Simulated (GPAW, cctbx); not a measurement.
# (CdO)3(YN)3: deformation density and structure factors from DFT

Question: by how much does bonding change the X-ray structure factors of (CdO)3(YN)3, and what does a routine refinement make of it?

The cell is a (CdO)3(YN)3 superlattice along [001] of the rock-salt type, started at the mean lattice constant and relaxed freely, with no substrate. All numbers below are calculated.

## 1. Find the equilibrium geometry

The density hangs on the geometry, so cell and atoms are relaxed first, with the symmetry held. The cutoff is set higher than for the density because stress converges slowly with plane waves.

Settings: GPAW 26.7.0, PBE, 900 eV, 7×7×2 k-points (along the axes of the calculation cell), Fermi–Dirac width 0.05 eV, BFGS to 0.03 eV/Å.

```text
cell
1.0
     3.422396821    0.000000000    0.000000000
     0.000000000    3.422396821    0.000000000
     0.000000000    0.000000000   14.520000000
Cd O Y N
3 3 3 3
Direct
0.000000000 0.000000000 0.833333333
0.500000000 0.500000000 0.000000000
0.000000000 0.000000000 0.166666667
0.500000000 0.500000000 0.833333333
0.000000000 0.000000000 0.000000000
0.500000000 0.500000000 0.166666667
0.500000000 0.500000000 0.333333333
0.000000000 0.000000000 0.500000000
0.500000000 0.500000000 0.666666667
0.000000000 0.000000000 0.333333333
0.500000000 0.500000000 0.500000000
0.000000000 0.000000000 0.666666667
```

```console
$ OMP_NUM_THREADS=1 mpirun -n 4 gpaw python run.py > gpaw.log
```

```text
BFGS:    0      -74.476155        1.222530
BFGS:    1      -74.525114        0.904446
BFGS:    2      -74.583108        0.264125
BFGS:    3      -74.586617        0.264252
...
BFGS:   15      -74.669540        0.050615
BFGS:   16      -74.669878        0.037115
BFGS:   17      -74.670047        0.015073
cell  3.4635 3.4635 14.1048  90.00 90.00 90.00
volume 169.199 A^3, largest force 0.014 eV/A, largest stress 0.17 GPa
```

After 17 steps the volume has changed by -0.5 % and the energy by -0.194 eV; the largest stress left is 0.17 GPa. It took 24 min on 4 cores of Arm Neoverse V1 (shared host), peak memory 2.3 GiB.

Relaxed structure: P4/mmm (no. 123), a = 3.4635 Å, b = 3.4635 Å, c = 14.1048 Å, α = 90.00°, β = 90.00°, γ = 90.00°.

```csv
atom,mult.,x,y,z
Cd1,2,0,0,0.8361
Cd2,1,1/2,1/2,0
Y1,2,1/2,1/2,0.3254
Y2,1,0,0,1/2
O1,2,1/2,1/2,0.8379
O2,1,0,0,0
N1,2,0,0,0.3313
N2,1,1/2,1/2,1/2
```

## 2. The all-electron density

X-rays see the whole electron density, so the PAW density is rebuilt with its core regions. Subtracting spherical free atoms from the same code cancels the cores and leaves the deformation density Δρ, the part due to bonding.

Settings: PBE, 550 eV, 7×7×2 k-points (along the axes of the calculation cell), Fermi–Dirac width 0.05 eV; primitive cell of 12 atoms.

```console
$ OMP_NUM_THREADS=1 mpirun -n 4 gpaw python run.py > gpaw.log
```

```text
|iter:   1|       0s |  -87.477076 | -0.23 |       |
|iter:   2|       3s |  -82.148753 | -1.15 | -0.91 |
|iter:   3|       5s |  -95.155141 | -0.04 | -0.94 |
...
|iter:  13|      35s |  -73.139245c| -6.38 | -3.89 |
|iter:  14|      38s |  -73.139246c| -7.39 | -4.44c|
|iter:  15|      39s |  -73.139243c| -7.61c| -4.91c|
```

```text
grid (40, 40, 160)  electrons 306.000  moved by bonding 3.485 e
deformation density beyond 0.5 A of the nuclei: max 0.228, min -0.093 e/A^3
atom        x       y       z   Voronoi charge  moment
Cd1    0.0000  0.0000  0.8361      0.501       0.00
Cd2    0.5000  0.5000  0.0000      0.425       0.00
Cd3    0.0000  0.0000  0.1639      0.501       0.00
Y 4    0.5000  0.5000  0.3254      0.394       0.00
Y 5    0.0000  0.0000  0.5000      0.437       0.00
Y 6    0.5000  0.5000  0.6746      0.394       0.00
O 7    0.5000  0.5000  0.8379     -0.379       0.00
O 8    0.0000  0.0000  0.0000     -0.428       0.00
O 9    0.5000  0.5000  0.1621     -0.379       0.00
N 10   0.0000  0.0000  0.3313     -0.496       0.00
N 11   0.5000  0.5000  0.5000     -0.473       0.00
N 12   0.0000  0.0000  0.6687     -0.496       0.00
mean inner potential of superposed free atoms 21.569 V
total magnetic moment 0.000 muB
```

Deformation density in a plane through the shortest contact of the Cd atom at the origin, in 0.01 e/Å³ (clipped at ±99); x from -1.6 to 3.9 Å, y from 2.4 down to -2.4 Å:

```text
 -3  -3   8   9   .   .  13   7  -5   6   .   .  22  -9   2   7
 -9  -3   6  11  12  12  10   4  -5  -7   6  10  -2  -8   1   8
 -6  -3   1   6   9   9   5   0  -3  -6  -7  -6  -7  -4  -1   3
 -2  -2  -2  -1  -1  -1  -2  -2  -2  -1  -1  -1  -1  -2  -3  -2
  4  -1  -5  -7  -5  -6  -7  -4   0   5   8   9   7   1  -3  -5
 10   2  -7   0   .   8  -4  -5   4  11   8   .  16   8   0   1
 14   4  -8  21   .   .  10  -6   8  18   .   .  21  12   2   5
 10   2  -7   0   .   8  -4  -5   4  11   8   .  16   8   0   1
  4  -1  -5  -7  -5  -6  -7  -4   0   5   8   9   7   1  -3  -5
 -2  -2  -2  -1  -1  -1  -2  -2  -2  -1  -1  -1  -1  -2  -3  -2
 -6  -3   1   6   9   9   5   0  -3  -6  -7  -6  -7  -4  -1   3
 -9  -3   6  11  12  12  10   4  -5  -7   6  10  -2  -8   1   8
 -3  -3   8   9   .   .  13   7  -5   6   .   .  22  -9   2   7
```

Atoms in or within 0.15 Å of the plane: Cd (0.0, 0.0), O (2.3, 0.0) Å. Dots mark points within about 0.45 Å of a nucleus; large values next to them are atomic features.

N gains most (-0.49 e) and Cd loses most (+0.48 e), in averages over each element's sites, which isn't the order of electronegativity: valence and coordination count too, and Voronoi cells cut space at the midplane whatever the atoms' sizes. Such charges fall far short of formal ones, since overlapping free atoms already put density on their neighbours. Along the shortest contact from the Cd atom at the map's origin, Cd–O at 2.29 Å, Δρ is -0.01 e/Å³ at the midpoint; the highest value on the line, +0.22, lies at the edge of the range, 0.5 Å from Cd, and is an atomic rather than a bond feature: little piles up between the atoms. At the midpoints of other shortest contacts it is +0.03 (Y–O, 2.30 Å), +0.01 (Cd–N, 2.36 Å), +0.03 (Y–N, 2.38 Å) and -0.03 (Cd–Y, 3.35 Å) e/Å³. Point values carry grid noise of about 0.01 e/Å³. The run needed 15 iterations, 54 s.

## 3. From the density to structure factors

The Fourier components of Δρ, added to those of the free atoms, give the static X-ray structure factors; the Mott–Bethe relation turns them into the Fourier components V of the potential that fast electrons feel.

```text
static structure factors of the conventional cell: F in electrons, V (Mott-Bethe) in volts
   h  k  l      d  |F| table  |F| free   |F| DFT   change   |V| free  |V| DFT  change %
   0  0  1 14.1048    25.647    25.632    25.401   -0.231     1.283    0.040    -96.9
   0  0  2  7.0524     2.886     2.891     2.867   -0.023     0.304    0.335     10.4
   0  0  3  4.7016    11.099    11.088    10.739   -0.349     0.238    0.029    -87.6
   0  0  4  3.5262     6.308     6.323     6.372    0.049     0.428    0.412     -3.8
   1  0  0  3.4635     8.024     8.008     7.916   -0.092     0.003    0.027        -
   1  0  1  3.3636     1.826     1.827     1.862    0.036     0.119    0.108     -9.2
   1  0  2  3.1088     8.562     8.530     8.534    0.004     0.220    0.221      0.5
   0  0  5  2.8210     1.349     1.406     1.743    0.337     0.913    0.840     -8.0
   1  0  3  2.7885   181.796   181.893   179.728   -2.165     6.989    7.445      6.5
   1  0  4  2.4709    28.521    28.501    28.535    0.034     0.844    0.839     -0.7
   1  1  0  2.4491   237.574   237.213   239.007    1.794    11.177   10.885     -2.6
   1  1  1  2.4130    22.625    22.525    22.467   -0.058     0.452    0.462      2.0
   0  0  6  2.3508   230.855   230.490   232.280    1.790    10.668   10.400     -2.5
   1  1  2  2.3135     2.357     2.360     2.374    0.015     0.110    0.107     -2.0
```

The largest X-ray change is -2.17 e on 103, 1.2 % of |F|. For electrons V goes as (Z − F)/g², so a change of F counts against Z − F, which is small at low angle and wherever the atoms' terms cancel: |V| of 001 moves by -96.9 % (1.28 to 0.04 V) against -0.9 % in |F|. These compare absolute values; so weak a component may also change sign. The last three rows still change by up to 1.79 e; the table stops while the angles are still low. The tabulated Hartree–Fock atoms differ from the free DFT atoms by up to 0.36 e, so the choice of reference atom matters too.

## 4. Refining ordinary atoms against data with bonding

Routine crystallography fits spherical atoms. To see the bias, intensities are simulated from tabulated atoms plus the DFT change ΔF, so that bonding alone can misfit (11166 reflections of the full sphere, merged to the counts below, to 0.4 Å, 0.5 % proportional noise plus counting noise, assumed isotropic U as listed, Δρ smeared by the mean U) and refined with cctbx over different ranges.

| range | data | R1 | GooF | U Cd1 (true 0.0058) | U Cd2 (true 0.0058) | U Y1 (true 0.0063) | U Y2 (true 0.0063) | largest shift (Å) | Δρ max, min (e/Å³) |
| --- | --- | --- | --- | --- | --- | --- | --- | --- | --- |
| all data | 935 | 0.0071 | 1.02 | 0.0058 | 0.0058 | 0.0063 | 0.0063 | 0.0011 | 0.66, -0.45 |
| low resolution, d > 0.84 | 130 | 0.0066 | 1.51 | 0.0057 | 0.0057 | 0.0062 | 0.0062 | 0.0014 | 0.29, -0.16 |
| high order, d < 0.75 | 758 | 0.0076 | 0.93 | 0.0058 | 0.0058 | 0.0063 | 0.0063 | 0.0017 | 0.52, -0.39 |
| occupancies free, d > 0.7 | 205 | 0.0053 | 1.22 | 0.0058 | 0.0058 | 0.0062 | 0.0063 | 0.0007 | 0.27, -0.24 |

With all data GooF is 1.02, diluted by the many high-angle data; the misfit shows at low resolution; the top residual peak lies 0.71 Å from N and 1.67 Å from Y. No U is off by more than 3 s.u. at low resolution. With Cd1 held at 1 and the scale free, the other occupancies refine to Cd2 1.001(0.002), Y1 0.999(0.001), Y2 0.999(0.002) and O1 1.030(0.008), on sites that are all full: they absorb part of the misfit, and only ratios to the fixed site mean anything.

## 5. Answer

Bonding moves 3.48 e in the primitive cell of (CdO)3(YN)3 and changes the structure factors of the conventional cell in the table above by at most 2.17 e (103, 1.2 %), and among reflections above 2 % of the strongest by up to 3.1 % (003). The shortest bond, Cd–O, has Δρ = -0.01 e/Å³ at its midpoint. With all data GooF is 1.02, diluted by the many high-angle data. Limits: static density, frozen cores, no spin–orbit coupling.

[Outputs are excerpts: Python notices, other lines and further rows are left out; steps that failed or that the build refused (PBEsol, TPSS) are not shown.]

[Logs are printed without paths, hosts, clocks, repeated set-up lines and the standing remarks that a program may print on its own settings, such as how far it seeks lower states.]
